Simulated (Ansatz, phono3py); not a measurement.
# KBr (Fm-3m): solver, mesh and scattering choices in phono3py, part 5 of 5

Aim: with force constants in hand, see how mesh, solver, isotopes and boundaries change the conductivity of KBr.

Experimental results on record:
- thermal conductivity 3.4 W/m/K near room temperature (given in “Combining the AFLOW GIBBS and Elastic Libraries to efficiently and robustly screen thermo-mechanical properties of solids”, 2017, arXiv:1611.05714)
- thermal conductivity 3.4 W/m/K near room temperature (given in “Predicting the lattice thermal conductivity of solids by solving the Boltzmann transport equation: AFLOW - AAPL an automated, accurate and efficient framework”, 2017, arXiv:1611.05481)

phono3py 4.10.0; DFT LDA, scalar-relativistic, plane waves, PAW; phono3py on Ansatz's force constants.

So far, κ at 300 K (W/m/K): step 2 (relaxation-time solution) 5.11; step 18 (Gaussian smearing, third order supercell 3×3×3, supercell 6×6×6) 5.17; step 19 (Gaussian smearing, third order supercell 3×3×3, supercell 6×6×6 (run 2)) 4.74; step 21 (without the dipole term, third order supercell 3×3×3, supercell 6×6×6) 5.11; step 22 (a changed mass, third order supercell 3×3×3, supercell 6×6×6) 4.72.

## (23) Mass disorder, third order supercell 3×3×3, supercell 6×6×6 (continued)

W/m/K. Kappa, by row:

| T (K) | xx | yy | zz | yz | xz | xy |
| --- | --- | --- | --- | --- | --- | --- |
| 100 | 4.68 | 4.68 | 4.68 | 0 | 0 | 0 |
| 150 | 3.708 | 3.708 | 3.708 | 0 | 0 | 0 |
| 200 | 3.137 | 3.137 | 3.137 | 0 | 0 | 0 |
| 300 | 2.457 | 2.457 | 2.457 | 0 | 0 | 0 |
| 400 | 2.049 | 2.049 | 2.049 | 0 | 0 | 0 |
| 500 | 1.77 | 1.77 | 1.77 | 0 | 0 | 0 |

κ at 300 K goes from 5.11 in the base run to 2.46 W/(m K).

## (24) An input with a fault, third order supercell 3×3×3, supercell 6×6×6

This input was changed on purpose, to see how the program answers.

File phono3py.yaml:

```yaml
phono3py:
  version: "4.10.0"
  frequency_unit_conversion_factor: 15.633302
  symmetry_tolerance: 1.00000e-05

physical_unit:
  atomic_mass: "AMU"
  length: "angstrom"

space_group:
  type: "Fm-3m"
  number: 225
  Hall_symbol: "-F 4 2 3"

primitive_matrix:
- [  1.000000000000000,  0.000000000000000,  0.000000000000000 ]
- [  0.000000000000000,  1.000000000000000,  0.000000000000000 ]
- [  0.000000000000000,  0.000000000000000,  1.000000000000000 ]

supercell_matrix:
- [   3,   0,   0 ]
- [   0,   3,   0 ]
- [   0,   0,   3 ]

# [primitive_cell block left out]
unit_cell:
  lattice:
  - [     0.000000000000000,     3.185800612700000,     3.185800612700000 ] # a
  - [     3.185800612700000,     0.000000000000000,     3.185800612700000 ] # b
  - [     3.185800612700000,     3.185800612700000,     0.000000000000000 ] # c
  points:
  - symbol: K # 1
    coordinates: [  0.000000000000000,  0.000000000000000,  0.000000000000000 ]
    mass: 39.098300
    reduced_to: 1
  - symbol: Br # 2
    coordinates: [  0.500000000000000,  0.500000000000000,  0.500000000000000 ]
    mass: 79.904000
    reduced_to: 2

# [supercell block left out]
phonon_supercell_matrix:
- [   6,   0,   0 ]
- [   0,   6,   0 ]
- [   0,   0,   6 ]

# [phonon_primitive_cell block left out]
# [phonon_supercell block left out]
nac:
  born_effective_charge:
  - # 1 (K)
    - [  1.101574671078254,  0.000000000000000,  0.000000000000000 ]
    - [  0.000000000000000,  1.101574671078254,  0.000000000000000 ]
    - [  0.000000000000000,  0.000000000000000,  1.101574671078254 ]
  - # 2 (Br)
    - [ -1.101574671078254,  0.000000000000000,  0.000000000000000 ]
    - [  0.000000000000000, -1.101574671078254,  0.000000000000000 ]
    - [  0.000000000000000,  0.000000000000000, -1.101574671078254 ]
  dielectric_constant:
    - [  2.758116852883250,  0.000000000000000,  0.000000000000000 ]
    - [  0.000000000000000,  2.758116852883250,  0.000000000000000 ]
    - [  0.000000000000000,  0.000000000000000,  2.758116852883250 ]
  unit_conversion_factor: 14.399645
```

Started as:

```
$ phono3py phono3py.yaml --mesh 7 7 7 --br --isotope --mv 1e-4 1e-4 1e-4 --ts 300
```

The log of the run:

```text
[banner, memory and clock lines left out]
Rust backend (phonors) using rayon (16 threads).
Running in phono3py.load mode.
Spglib version 2.8.0
----------------------------- General settings -----------------------------
Run mode: conductivity-RTA
HDF5 data compression filter: gzip
Crystal structure was read from "phono3py.yaml".
Supercell (dim): [3 3 3]
Phonon supercell (dim-fc2): [6 6 6]
Primitive matrix:
  [1. 0. 0.]
  [0. 1. 0.]
  [0. 0. 1.]
Spacegroup: Fm-3m (225)
Use -v option to watch primitive cell, unit cell, and supercell structures.
NAC parameters were read from "phono3py.yaml".
fc3 was read from "fc3.hdf5".
fc2 was read from "fc2.hdf5".
----------------------------- Force constants ------------------------------
Max drift of fc3: -0.00000000 (zzz) -0.00000000 (zzz) -0.00000000 (zzz)
Max drift of fc2: 0.00000000 (xx) 0.00000000 (xx)
--------------------------- Calculation settings ---------------------------
Non-analytical term correction (NAC): True
NAC unit conversion factor:  14.39964
BZ integration: Tetrahedron-method
Temperature:  300.0
Cutoff frequency: 0.01
Mesh sampling: [ 7 7 7 ]
Generating grid system ... [ 7 7 7 ]
fc3-r2q-transformation over three atoms: True
--------------------------- Phonon calculations ----------------------------
  PRB 50, 13035(R) (1994), PRB 55, 10355 (1997)
  G-cutoff distance: 1.03, Number of G-points: 307, Lambda: 0.18
Running harmonic phonon calculations...
-------------------- Lattice thermal conductivity (RTA) --------------------
Running heat capacity calculations...
Running velocity calculations...
Running isotope scattering calculations with tetrahedron method...
ValueError: mass_variances must have shape (num_band / 3,)
```

Run time: 5.8 s. Hardware: 16 threads of Arm Neoverse N1, shared host; peak memory 0.21 GiB.

The run ended with an error.

The program's message: “ValueError: mass_variances must have shape (num_band / 3,)”

The fault put into the input: one mass variance too many.

## (25) Summary of results

```json
{"κ at 300 K, RTA, natural isotopes, mesh 17×17×17": "5.11 W/m/K", "κ at 300 K, RTA, pure, mesh 17×17×17": "5.17 W/m/K", "κ at 300 K, LBTE, mesh 17×17×17": "5.44 W/m/K", "κ at 300 K, with coherences, mesh 17×17×17": "5.17 W/m/K", "κ at 300 K, no dipole term, mesh 17×17×17": "5.11 W/m/K"}
```

In words: On these constants κ of KBr at 300 K is 5.11 W/(m K) in the base run, by relaxation time; smearing and coherences move that between 4.74 and 5.17. The full solution gives 5.44 W/(m K) (phono3py, mesh 17×17×17). On the same constants and mesh Ansatz's figure, which includes its coherence part, and phono3py's, which doesn't, differ by up to 2.6 %; with phono3py's own coherence part added, which is defined differently, the largest difference is 0.19 %. The last step of the mesh series (25 to 31) moves κ at 300 K by +0.3 %, while the coarsest mesh gives 47 % of the densest value. Normal processes make 55 % of the three-phonon scattering at 300 K, weighting modes by their heat capacity. A boundary length of 0.01 µm leaves 38 % of κ at 300 K. A boundary length of 100 µm leaves 100 % of κ at 300 K. Scaling the mass of Br by 1.25 at fixed force constants, a model exercise, multiplies the isotope-free κ by 0.912. A mass variance of 0.03 on the Br sites, typed in place of the natural one, gives 48 % of the base value. A measured thermal conductivity near room temperature is 3.4 W/m/K (arXiv:1611.05714); the calculated 5.44 W/m/K differs by +60 %. The relaxed cell is 10 % smaller in volume than the database cell, which stiffens most phonons and usually raises κ; no run here tested that. Four-phonon, defect and boundary scattering, which are left out, would lower the calculated value; thermal expansion is left out too. The cell of these runs is 10 % smaller in volume than the database cell; frequencies and all that rests on them shift with it.

[Logs are printed without paths, hosts, clocks, repeated set-up lines and the standing remarks that a program may print on its own settings, such as how far it seeks lower states.]

[Hosts, paths, dates, database ids (printed as entryN), source tags and the programs' standing remarks are cut or masked in the printed files.]

[A step with changed settings may run another functional than the one named; its input shows which.]
